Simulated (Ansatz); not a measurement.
Rows from a G0W0 calculation on Ta2O5 (P2/m) (Ansatz 0.2.0; G0W0 on LDA, plane waves, PAW; 4×4×4 mesh, 356 empty bands, screening to 138 eV, hard PAW files), in eV. Spin-orbit coupling is left out.

```tsv
row	k	band	start	Σx	Σc at the solution	Vxc
A	(0.000, 0.000, -0.500)	c1	10.348	-13.095	-4.620	-18.752
B	(-0.500, -0.500, -0.500)	c2	13.194	-15.100	-5.550	-21.881
C	(0.000, 0.000, -0.500)	c2	10.831	-13.424	-4.870	-19.379
D	(-0.500, -0.500, -0.500)	v1	8.239	-26.368	4.656	-21.351
E	(-0.500, -0.500, -0.500)	c1	11.315	-13.559	-5.043	-19.754
F	(0.000, 0.000, -0.500)	v1	7.456	-27.937	4.527	-22.966
```

Work out each quasiparticle level and how far it moved.

The quasiparticle equation reads E = start + Σx + Σc(E) − Vxc.

```tsv
row	E (eV)	shift (eV)
A	11.384	+1.037
B	14.425	+1.231
C	11.916	+1.085
D	7.879	−0.361
E	12.468	+1.153
F	7.011	−0.444
```

The gap over the computed points goes from 2.11 eV to 3.51 eV.

Limits: not at the basis limit; no spin-orbit coupling; coarse k mesh.

[Paths, hosts, dates, memory and timing lines, banners, echoed tables and standing remarks are left out of the program output.]

[Logs are printed without paths, hosts, clocks, repeated set-up lines and the standing remarks that a program may print on its own settings, such as how far it seeks lower states.]

[Runs of the session that timed out or met a known fault of the program may be left out.]

[Cells called generated may have been cut or substituted from an entry of the Crystallography Open Database or the Materials Project.]

[Hosts, paths, dates, database ids (printed as entryN), source tags and the programs' standing remarks are cut or masked in the printed files.]
